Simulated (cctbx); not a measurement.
## What resolution and counting buy: Mg14CrPb

Space group Amm2 (no. 38), a = 10.2280 Å, b = 6.4100 Å, c = 10.9530 Å, α = 90.00°, β = 90.00°, γ = 90.00°.

```csv
atom,mult.,x,y,z,Ueq (Å²)
Pb1,2,1/2,1/2,0.1642,0.0064
Cr1,2,1/2,1/2,0.6649,0.0177
Mg1,4,0.7524,1/2,0.3345,0.0233
Mg2,4,0.7426,1/2,0.8278,0.0106
Mg3,8,0.7449,0.7525,0.0831,0.0160
Mg4,4,0,3/4,0.9181,0.0135
Mg5,4,1/2,0.7471,0.9177,0.0135
Mg6,2,0,1/2,0.1667,0.0128
Mg7,2,0,1/2,0.6636,0.0189
```

The model is made up (kin elements in a known structure type, no relaxation), so it says nothing on whether the phase exists.

Five simulated data sets (cctbx; Mo Kα, λ = 0.71073 Å; 3 % proportional error) differ in resolution or exposure (noise floor 8 counts in the first three, 8 in the last two). Each is refined with the right model, isotropic at 1.1 Å and anisotropic otherwise. How do the figures of merit and the uncertainties move?

```
d min (Å)  top counts  ⟨I/σ⟩ (unmerged, absences included)  unique  param. (scale apart)   Rint      R1  GooF  largest s.u. xyz (fractional)  s.u. U of Mg1 (Å²)  largest error (Å)
      1.1       40000                                 13.6     337                    24  0.022  0.0084  0.97                        0.00099              0.0007             0.0393
     0.84       40000                                 12.8     744                    49  0.025  0.0086  0.90                        0.00056              0.0007             0.0148
      0.6       40000                                 11.1    1935                    49  0.026  0.0094  0.91                        0.00033              0.0004             0.0067
     0.75         300                                  0.8    1025                    49  0.369  0.1051  0.93                        0.00913              0.0117             0.0941
     0.75        3000                                  4.3    1025                    49  0.067  0.0255  0.93                        0.00145              0.0019             0.0347
```

The number of reflections grows roughly as 1/d³: 337, 744 and 1935 here. R1 follows the noise rather than the truth: at 300 counts it is 0.1051, at 3000 counts 0.0255, while GooF is 0.93 and 0.93: the weights 1/σ² carry the noise. The s.u. of U (U11 where anisotropic) for Mg1 goes 0.0007, 0.0007, 0.0004 Å² with resolution and 0.0117, 0.0019 Å² with exposure.

Hardware for the 0.6 Å refinement: 0.64 s on 1 thread of Arm Neoverse V2, on a shared host, peak memory 0.09 GiB.

[Logs are printed without paths, hosts, clocks, repeated set-up lines and the standing remarks that a program may print on its own settings, such as how far it seeks lower states.]
